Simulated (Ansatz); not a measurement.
# Dielectric function and optical constants of SrLi2SnS4

Wanted: where SrLi2SnS4 starts to absorb, how strongly, and its refractive index.

Main program and level: Ansatz 0.2.0; DFT, PBE, plane-wave PAW, default files, scalar-relativistic, independent-particle optical response without local fields.

This is a report of a sequence of runs, with most program output left out.

## (1) Starting point

Symmetry: I-42m, No. 121, tetragonal system. The conventional cell has a = 6.659 Å, b = 6.659 Å, c = 7.918 Å, α = 90.00°, β = 90.00°, γ = 90.00°. Sn has 4 S at 2.37 Å nearest. Nearest to Sr lie 8 S at 3.08 to 3.25 Å. Nearest to S lie 1 Sn at 2.37 Å and 2 Li at 2.47 Å and 2 Sr at 3.08 to 3.25 Å. Li has 4 S at 2.47 Å nearest. Farther neighbours and most contacts between anions are not listed.

## (2) Ground state and bands

First the ground state: is it a metal or has it a gap?

This step: DFT, PBE, plane-wave PAW, default files, scalar-relativistic, ground state (Ansatz 0.2.0).

input.yaml

```yaml
crystal:
  lattice:
    - [-3.3295, 3.3295, 3.959]
    - [3.3295, -3.3295, 3.959]
    - [3.3295, 3.3295, -3.959]
  atoms:
    - { symbol: Sn, position: [0.0, 0.0, 0.0] }
    - { symbol: Sr, position: [0.5, 0.5, 0.0] }
    - { symbol: S, position: [0.37794, 0.96474, 0.0] }
    - { symbol: S, position: [0.62206, 0.62206, 0.5868] }
    - { symbol: S, position: [0.96474, 0.37794, 0.0] }
    - { symbol: S, position: [0.03526, 0.03526, 0.4132] }
    - { symbol: Li, position: [0.75, 0.25, 0.5] }
    - { symbol: Li, position: [0.25, 0.75, 0.5] }
kpoints:
  mp_grid: { grid: [5, 5, 5] }
  band_path:
    path:
      - [[0.0, 0.0, 0.0], [0.0, 0.0, 0.5], [-0.35363646, 0.35363646, 0.5], [-0.42681823, 0.42681823, 0.42681823], [0.0, 0.0, 0.0], [0.5, 0.5, -0.5], [0.42681823, 0.57318177, -0.42681823], [0.0, 0.5, 0.0], [0.25, 0.25, 0.25], [0.5, 0.5, -0.35363646], [0.5, 0.5, -0.5]]
      - [[0.0, 0.0, 0.5], [0.25, 0.25, 0.25]]
    npoints: 5
scf:
  occupations: { method: fermi_dirac, width: 0.05 }
  n_extra_bands: 12
hamiltonian:
  xc: pbe
  pseudopotentials: { kind: paw }
output:
  forces: true
  stress: true
  populations: true
  write_bands: true
  write_density: true
  write_potential: true
  elf: true
  volumetric_format: npy
```

The run is started by

```sh
> ansatz run input.yaml --threads 4 --pin off --max-ram 8192MiB --backend cpu --events-out ev --progress --plain --runs-dir out
```

Elapsed: 5.5 s, on 4 threads of Intel Xeon 6975P-C (Granite Rapids), shared host; peak memory 0.69 GiB.

Numbers from this step:

- free energy: -13595.9311 eV
- Fermi energy: 6.377 eV
- gap by band count: 2.756 eV
- electrons: 54
- symmetry operations: 8
- pressure: 2.346 GPa
- gap on the k-mesh: 2.756 eV
- volume: 175.6 Å³
- gap on the path: 2.673 eV
- least direct gap on the path: 2.673 eV

There is a gap, 2.67 eV on the path, so no carriers' term is needed. The cell is left with a pressure of 2.3 GPa and forces up to 0.49 eV/Å, as it stands unrelaxed at this level.

The electronic bands at the labelled points (eV, zero at the Fermi level; v1 is the highest filled band, c1 the lowest empty one):

| point | v4 | v3 | v2 | v1 | c1 | c2 | c3 | c4 |
| --- | --- | --- | --- | --- | --- | --- | --- | --- |
| Γ | -2.30 | -1.79 | -1.70 | -1.70 | 1.37 | 2.61 | 3.35 | 3.74 |
| 0.40 of the way | -2.10 | -2.08 | -1.89 | -1.86 | 1.66 | 2.56 | 2.92 | 3.64 |
| X | -2.61 | -2.40 | -2.37 | -1.84 | 1.84 | 3.01 | 3.32 | 3.47 |
| 0.40 of the way | -2.43 | -2.40 | -2.15 | -1.90 | 1.82 | 3.04 | 3.07 | 3.69 |
| Y | -2.75 | -1.90 | -1.86 | -1.53 | 1.53 | 2.95 | 2.96 | 3.21 |
| 0.60 of the way | -2.81 | -1.87 | -1.82 | -1.44 | 1.47 | 2.89 | 2.90 | 3.23 |
| S | -2.82 | -1.87 | -1.81 | -1.43 | 1.45 | 2.88 | 2.89 | 3.24 |
| 0.40 of the way | -2.36 | -2.10 | -1.93 | -1.82 | 1.62 | 2.77 | 2.95 | 3.09 |
| Γ | -2.30 | -1.79 | -1.70 | -1.70 | 1.37 | 2.61 | 3.35 | 3.74 |
| 0.60 of the way | -2.67 | -1.89 | -1.89 | -1.56 | 1.75 | 3.48 | 3.48 | 3.57 |
| Z | -3.07 | -1.80 | -1.80 | -1.33 | 1.35 | 2.84 | 2.84 | 3.18 |
| 0.40 of the way | -3.00 | -1.81 | -1.81 | -1.34 | 1.36 | 2.85 | 2.85 | 3.18 |
| S1 | -2.82 | -1.87 | -1.81 | -1.43 | 1.45 | 2.88 | 2.89 | 3.24 |
| 0.60 of the way | -2.34 | -2.18 | -2.03 | -1.72 | 1.72 | 2.60 | 3.31 | 3.46 |
| N | -2.54 | -2.22 | -1.99 | -1.81 | 1.72 | 2.49 | 3.51 | 3.65 |
| 0.60 of the way | -2.46 | -2.19 | -2.19 | -1.93 | 1.65 | 2.65 | 3.42 | 3.48 |
| P | -2.65 | -2.27 | -2.18 | -2.18 | 1.72 | 2.69 | 3.34 | 3.34 |
| 0.40 of the way | -2.45 | -2.30 | -2.07 | -2.02 | 1.69 | 2.92 | 3.14 | 3.54 |
| Y1 | -2.75 | -1.90 | -1.86 | -1.53 | 1.53 | 2.95 | 2.96 | 3.21 |
| 0.40 of the way | -2.89 | -1.84 | -1.82 | -1.40 | 1.42 | 2.88 | 2.88 | 3.20 |
| Z | -3.07 | -1.80 | -1.80 | -1.33 | 1.35 | 2.84 | 2.84 | 3.18 |
| jump to X | -2.61 | -2.40 | -2.37 | -1.84 | 1.84 | 3.01 | 3.32 | 3.47 |
| 0.40 of the way | -2.63 | -2.36 | -2.33 | -1.90 | 1.76 | 3.01 | 3.06 | 3.42 |
| P | -2.65 | -2.27 | -2.18 | -2.18 | 1.72 | 2.69 | 3.34 | 3.34 |

Electrostatic potential energy in the ac plane of the conventional cell at fractional y = 0.000, with atoms of Sn and Sr and Li within 0.2 Å of it. With pseudopotentials it is smooth inside the atoms' cores, unlike the true potential.

Ten even steps from '0' (-44 eV) to '9' (10 eV), each cell a mean:
```
9957999999999998679
7668999999999999767
6789999999999999876
8999999987789999998
9999999853479999999
9999999852369999999
9999999865589999999
7889999988899999988
3578999999999999864
0058999999999998720
0037999999999998600
0037999999999998610
0268999999999999741
6789999999999999876
8899999987789999998
9999999853479999999
9999999852369999999
9999999865589999999
7899999988899999988
6679999999999999866
9768999999999999768
9967999999999998679
```

Valence density in the ac plane of the conventional cell at fractional y = 0.000, with atoms of Sn and Sr and Li within 0.2 Å of it. It is the smooth field of the valence electrons, not physical close to the nuclei.

Ten steps, logarithmic in the rise over the least value, from '_' (0 e/Å³) to '@' (14 e/Å³), each cell a mean:
```
@@##==::..____________________..--**%%
**++--::..__________________....::==**
--::::......______________......::::--
............____..::::____............
__............__==##**::__..........__
______......__..++%%##--____....______
________________::++==..______________
::....____________________________..::
====::..________________________..--==
**++==..______________________..--++**
++**++::______________________..--****
****==::______________________..--++**
++++--..________________________::==++
--::..__________________________..::--
....____________..::..______________..
________________==##**::______________
____........__..++%%##--__........____
..............__::++==..__............
::::........______________........::::
==--::::....________________....::--==
%%**==::..__________________....--++##
@@%%++::..____________________..--**@@
```

## (3) Spectrum

The spectrum is a sum over vertical transitions between filled and empty bands at the fixed density, so many empty bands are needed.

This step: DFT, PBE, plane-wave PAW, default files, scalar-relativistic, independent-particle optical response without local fields (Ansatz 0.2.0).

input.yaml, the sections that differ from step 2:

```yaml
kpoints:
  mp_grid: { grid: [5, 5, 5] }
scf:
  occupations: { method: fixed }
output:
  optics:
    e_range: [0, 14]
    de: 0.05
    sigma: 0.1
    nscf_kmesh: { grid: [6, 6, 6] }
    bands: { spectra_wanted_up_to: 14 }
# crystal, hamiltonian: as in step 2
```

The job ended after 39 s (4 threads; peak memory 1.7 GiB).

Numbers from this step:

* electronic dielectric constant ε∞, mean over x, y and z (by symmetry where fewer were run): 5.697
* absorption onset, first axis (α over 10⁴ cm⁻¹, or the direct gap if that lies higher): 3.051 eV
* main peak of Im epsilon, first axis: 5.471 eV
* photocurrent from vertical transitions in a film 500 nm thick on a perfect mirror (two passes), AM1.5G, no front reflection, all carriers collected: 1.788 mA/cm²
* least direct gap on the mesh: 2.673 eV
* bands summed: 78
* spectra valid up to: 20.01 eV
* program's estimate of the k-sum error in Im epsilon: 0.04 %
* electrons in the f-sum: 37.46

The Im ε by photon energy; read off at these points:

| photon energy (eV) | E ∥ x or y | E ∥ z |
| --- | --- | --- |
| 2.500 | 0 | 0 |
| 2.750 | 0.00182 | 5.2e-4 |
| 3.000 | 0.0804 | 0.0166 |
| 3.250 | 1.66 | 1.54 |
| 3.500 | 7.83 | 5.10 |
| 3.750 | 5.72 | 3.37 |
| 4.000 | 3.22 | 2.85 |
| 4.250 | 2.29 | 2.24 |
| 4.500 | 4.02 | 3.35 |
| 4.750 | 6.18 | 6.76 |
| 5.000 | 7.06 | 7.64 |
| 5.250 | 8.41 | 7.42 |
| 5.450 | 11.7 | 10.6 |
| 5.500 | 11.7 | 10.3 |
| 5.750 | 9.52 | 7.49 |
| 6.000 | 8.49 | 9.76 |
| 6.250 | 8.55 | 10.0 |
| 6.350 | 8.42 | 10.2 |
| 6.500 | 7.70 | 9.80 |
| 6.750 | 7.20 | 9.56 |
| 7.000 | 6.74 | 7.71 |
| 7.250 | 6.14 | 6.61 |
| 7.500 | 5.38 | 6.04 |
| 7.750 | 4.31 | 4.82 |
| 8.000 | 3.86 | 3.98 |
| 8.250 | 4.01 | 3.32 |
| 8.500 | 4.47 | 2.89 |
| 8.750 | 3.90 | 2.95 |
| 9.000 | 3.27 | 3.12 |
| 9.250 | 3.03 | 2.69 |
| 9.500 | 3.03 | 2.45 |
| 9.750 | 3.11 | 2.22 |
| 10.000 | 3.09 | 2.76 |
| 10.250 | 2.93 | 2.38 |
| 10.500 | 2.84 | 2.44 |
| 10.750 | 2.77 | 2.34 |
| 11.000 | 2.54 | 2.43 |
| 11.250 | 2.38 | 2.40 |
| 11.500 | 1.99 | 1.86 |
| 11.750 | 1.57 | 1.64 |
| 12.000 | 1.25 | 1.47 |
| 12.250 | 1.08 | 1.37 |
| 12.500 | 0.991 | 1.19 |
| 12.750 | 0.857 | 0.875 |
| 13.000 | 0.824 | 0.774 |
| 13.250 | 0.676 | 0.857 |
| 13.500 | 0.632 | 0.780 |
| 13.750 | 0.587 | 0.715 |
| 14.000 | 0.571 | 0.806 |

Table of Re ε by photon energy:

| photon energy (eV) | E ∥ x or y | E ∥ z |
| --- | --- | --- |
| 0.0 | 5.77 | 5.54 |
| 0.5 | 5.82 | 5.58 |
| 1.0 | 5.94 | 5.69 |
| 1.5 | 6.19 | 5.90 |
| 2.0 | 6.59 | 6.25 |
| 2.5 | 7.33 | 6.86 |
| 3.0 | 9.24 | 8.33 |
| 3.5 | 9.35 | 7.95 |
| 4.0 | 5.52 | 7.44 |
| 4.5 | 9.05 | 10.0 |
| 5.0 | 9.05 | 7.74 |
| 5.5 | 4.78 | 4.85 |
| 6.0 | 1.74 | 4.43 |
| 6.5 | 0.364 | 1.44 |
| 7.0 | -0.411 | -1.76 |
| 7.5 | -1.17 | -1.94 |
| 8.0 | -0.447 | -1.91 |
| 8.5 | -0.868 | -1.30 |
| 9.0 | -1.03 | -0.955 |
| 9.5 | -0.525 | -0.819 |
| 10.0 | -0.830 | -0.575 |
| 10.5 | -1.02 | -0.516 |
| 11.0 | -1.37 | -0.710 |
| 11.5 | -1.58 | -1.21 |
| 12.0 | -1.37 | -1.03 |
| 12.5 | -1.00 | -1.02 |
| 13.0 | -0.785 | -0.586 |
| 13.5 | -0.537 | -0.465 |
| 14.0 | -0.283 | -0.249 |

Values under 1 per cm are given as 1. Table of absorption coefficient by photon energy:

| photon energy (eV) | E ∥ x or y (1/cm) | E ∥ z (1/cm) |
| --- | --- | --- |
| 0.000 | 1 | 1 |
| 0.500 | 1 | 1 |
| 1.000 | 1 | 1 |
| 1.500 | 1 | 1 |
| 2.000 | 1 | 1 |
| 2.500 | 1 | 1 |
| 3.000 | 4019 | 873 |
| 3.500 | 4.2e5 | 3.1e5 |
| 4.000 | 2.7e5 | 2.1e5 |
| 4.500 | 3.0e5 | 2.4e5 |
| 5.000 | 5.6e5 | 6.3e5 |
| 5.500 | 1.1e6 | 1.0e6 |
| 6.000 | 1.1e6 | 1.1e6 |
| 6.500 | 1.3e6 | 1.4e6 |
| 7.000 | 1.3e6 | 1.6e6 |
| 7.500 | 1.4e6 | 1.5e6 |
| 8.000 | 1.2e6 | 1.4e6 |
| 8.500 | 1.4e6 | 1.3e6 |
| 9.000 | 1.4e6 | 1.3e6 |
| 9.500 | 1.3e6 | 1.3e6 |
| 10.000 | 1.4e6 | 1.3e6 |
| 10.500 | 1.5e6 | 1.3e6 |
| 11.000 | 1.6e6 | 1.4e6 |
| 11.500 | 1.7e6 | 1.5e6 |
| 12.000 | 1.5e6 | 1.4e6 |
| 12.500 | 1.4e6 | 1.4e6 |
| 13.000 | 1.3e6 | 1.2e6 |
| 13.500 | 1.1e6 | 1.1e6 |
| 14.000 | 9.6e5 | 1.0e6 |

Refractive index n and extinction k against photon energy:

| photon energy (eV) | n, E ∥ x or y | k, E ∥ x or y | n, E ∥ z | k, E ∥ z |
| --- | --- | --- | --- | --- |
| 0 | 2.40 | 0 | 2.35 | 0 |
| 1 | 2.44 | 0 | 2.39 | 0 |
| 2 | 2.57 | 0 | 2.50 | 0 |
| 3 | 3.04 | 0.0132 | 2.89 | 0.00287 |
| 4 | 2.44 | 0.660 | 2.78 | 0.514 |
| 5 | 3.20 | 1.10 | 3.05 | 1.25 |
| 6 | 2.28 | 1.86 | 2.75 | 1.77 |
| 7 | 1.78 | 1.89 | 1.75 | 2.20 |
| 8 | 1.31 | 1.47 | 1.12 | 1.78 |
| 9 | 1.09 | 1.49 | 1.07 | 1.45 |
| 10 | 1.09 | 1.42 | 1.06 | 1.30 |
| 11 | 0.871 | 1.46 | 0.953 | 1.27 |
| 12 | 0.493 | 1.27 | 0.617 | 1.19 |
| 13 | 0.420 | 0.981 | 0.438 | 0.882 |
| 14 | 0.421 | 0.678 | 0.545 | 0.739 |

Table of loss function −Im 1/ε at q → 0 by energy loss; read off at these points:

| energy loss (eV) | E ∥ x or y | E ∥ z |
| --- | --- | --- |
| 2.5 | 0 | 0 |
| 3.0 | 9.4e-4 | 2.4e-4 |
| 3.5 | 0.0526 | 0.0572 |
| 4.0 | 0.0787 | 0.0449 |
| 4.5 | 0.0409 | 0.0300 |
| 5.0 | 0.0536 | 0.0646 |
| 5.5 | 0.0733 | 0.0795 |
| 6.0 | 0.113 | 0.0850 |
| 6.5 | 0.130 | 0.0999 |
| 7.0 | 0.148 | 0.123 |
| 7.5 | 0.178 | 0.150 |
| 8.0 | 0.256 | 0.204 |
| 8.5 | 0.216 | 0.288 |
| 9.0 | 0.278 | 0.293 |
| 9.5 | 0.320 | 0.367 |
| 10.0 | 0.302 | 0.347 |
| 10.5 | 0.311 | 0.393 |
| 11.0 | 0.305 | 0.380 |
| 11.5 | 0.309 | 0.378 |
| 12.0 | 0.365 | 0.455 |
| 12.5 | 0.498 | 0.487 |
| 13.0 | 0.636 | 0.821 |
| 13.5 | 0.919 | 0.946 |
| 14.0 | 1.41 | 1.13 |

At chosen wavelengths:

| wavelength (nm) | n xy | k xy | R (%) xy | 1/α xy | n z | k z | R (%) z | 1/α z |
| --- | --- | --- | --- | --- | --- | --- | --- | --- |
| 1064 | 2.45 | 0.000 | 17.7 | over 1 mm | 2.40 | 0.000 | 16.9 | over 1 mm |
| 633 | 2.56 | 0.000 | 19.2 | over 1 mm | 2.49 | 0.000 | 18.3 | over 1 mm |
| 450 | 2.83 | 0.000 | 22.8 | 100 µm | 2.72 | 0.000 | 21.4 | 335 µm |
| 405 | 3.12 | 0.039 | 26.5 | 831 nm | 2.96 | 0.013 | 24.5 | 2.4 µm |
| 365 | 3.61 | 0.803 | 34.0 | 36 nm | 3.24 | 0.712 | 29.9 | 41 nm |
| 308 | 2.46 | 0.633 | 20.5 | 39 nm | 2.76 | 0.527 | 23.5 | 46 nm |
| 193 | 2.06 | 1.950 | 37.4 | 7.9 nm | 2.41 | 2.054 | 39.2 | 7.5 nm |

Rows near the edge hang on the gap, which this functional as a rule makes too small, and phonon-assisted absorption is left out.

Through 1 µm of it, D65 light comes out colourless, dimmed by reflection (x = 0.320, y = 0.339; 67 % transmitted).

At 1064 nm the birefringence n(z) − n(x) is -0.054: the crystal is uniaxial negative at this level.

The f-sum over the summed bands holds 37.5 of the cell's 54 electrons outside the frozen cores, 30 of which lie in bands more than 12 eV below the Fermi level, whose transitions come at higher energies. Up to 14 eV the strength has a mean oscillator energy of 6.6 eV, close to the main peak.

## (4) Static response with local fields

Perturbation theory gives the static response with local fields and the functional's kernel, and it needs no empty bands.

This step: DFT, PBE, plane-wave PAW, default files, scalar-relativistic, static field response by perturbation theory with local fields (Ansatz 0.2.0).

input.yaml: that of step 3 with these lines changed.

```diff
@@ -21,8 +21,2 @@
   pseudopotentials: { kind: paw }
-output:
-  optics:
-    e_range: [0, 14]
-    de: 0.05
-    sigma: 0.1
-    nscf_kmesh: { grid: [6, 6, 6] }
-    bands: { spectra_wanted_up_to: 14 }
+dielectric: {}
```

The job ended after 43 s (4 threads; peak memory 2 GiB; 2.7 min of CPU time).

Read-outs, printed or worked out from the files:

| Quantity | Value |
| --- | --- |
| electronic dielectric constant ε∞, mean over x, y and z (by symmetry where fewer were run) | 5.040 |

ε∞ with local fields:

```
5.09 0.00 0.00
0.00 5.09 0.00
0.00 0.00 4.94
```

Diagonal elements. Born, by row:

| atom | Z*xx (e) | Z*yy (e) | Z*zz (e) |
| --- | --- | --- | --- |
| Sn1 | 2.944 | 2.944 | 3.306 |
| Sr2 | 2.512 | 2.512 | 2.808 |
| S3 | -1.989 | -1.989 | -1.874 |
| S4 | -1.989 | -1.989 | -1.874 |
| S5 | -1.989 | -1.989 | -1.874 |
| S6 | -1.989 | -1.989 | -1.874 |
| Li7 | 1.251 | 1.251 | 0.691 |
| Li8 | 1.251 | 1.251 | 0.691 |

The principal values of the ε∞ with local fields are 4.94, 5.09 and 5.09.

## (5) Outcome

```json
{
  "gap on the path": "2.67 eV",
  "least direct gap on the path": "2.67 eV",
  "electronic dielectric constant ε∞, mean over x, y and z (by symmetry where fewer were run) (independent particles)": "5.70",
  "absorption onset, first axis (α over 10⁴ cm⁻¹, or the direct gap if that lies higher)": "3.05 eV",
  "main peak of Im epsilon, first axis": "5.47 eV",
  "photocurrent from vertical transitions in a film 500 nm thick on a perfect mirror (two passes), AM1.5G, no front reflection, all carriers collected": "1.79 mA/cm²",
  "electronic dielectric constant ε∞, mean over x, y and z (by symmetry where fewer were run) (static response with local fields)": "5.04"
}
```

What this shows: At this level (PBE, independent particles) SrLi2SnS4 has a mean ε∞ = 5.70 (5.04 with local fields) and n = 2.43 at 1550 nm (E ∥ x); absorption sets in near 3.1 eV, and Im ε peaks at 5.5 eV (E ∥ x). The gap on the path is direct, 2.67 eV. The absorption coefficient passes 10⁴ cm⁻¹ at 3.05 eV, inside the visible range. Distinct maxima of Im ε, read by a parabola through the highest points, lie at 3.51 eV (7.8), 5.47 eV (12) and 8.44 eV (4.6) for E ∥ x or y. The static values by axis are 5.77 (xy), 5.54 (z). The f-sum over the summed bands holds 37.5 of the cell's 54 electrons outside the frozen cores, 30 of which lie in bands more than 12 eV below the Fermi level, whose transitions come at higher energies. Up to 14 eV the strength has a mean oscillator energy of 6.6 eV, close to the main peak. Through 1 µm of it, D65 light comes out colourless, dimmed by reflection (x = 0.320, y = 0.339; 67 % transmitted). At 1064 nm the birefringence n(z) − n(x) is -0.054: the crystal is uniaxial negative at this level. In the base spectrum excitons and phonon-assisted transitions are missing, and so are local fields; PBE gaps are as a rule too small, which pulls the onset down and ε∞ up. In the base run ε includes the program's bounded estimate of what the bands above those summed add. Spin-orbit coupling is left out although heavy atoms are present.

[Logs are printed without paths, hosts, clocks, repeated set-up lines and the standing remarks that a program may print on its own settings, such as how far it seeks lower states.]

[Hosts, paths, dates, database ids (printed as entryN), source tags and the programs' standing remarks are cut or masked in the printed files.]
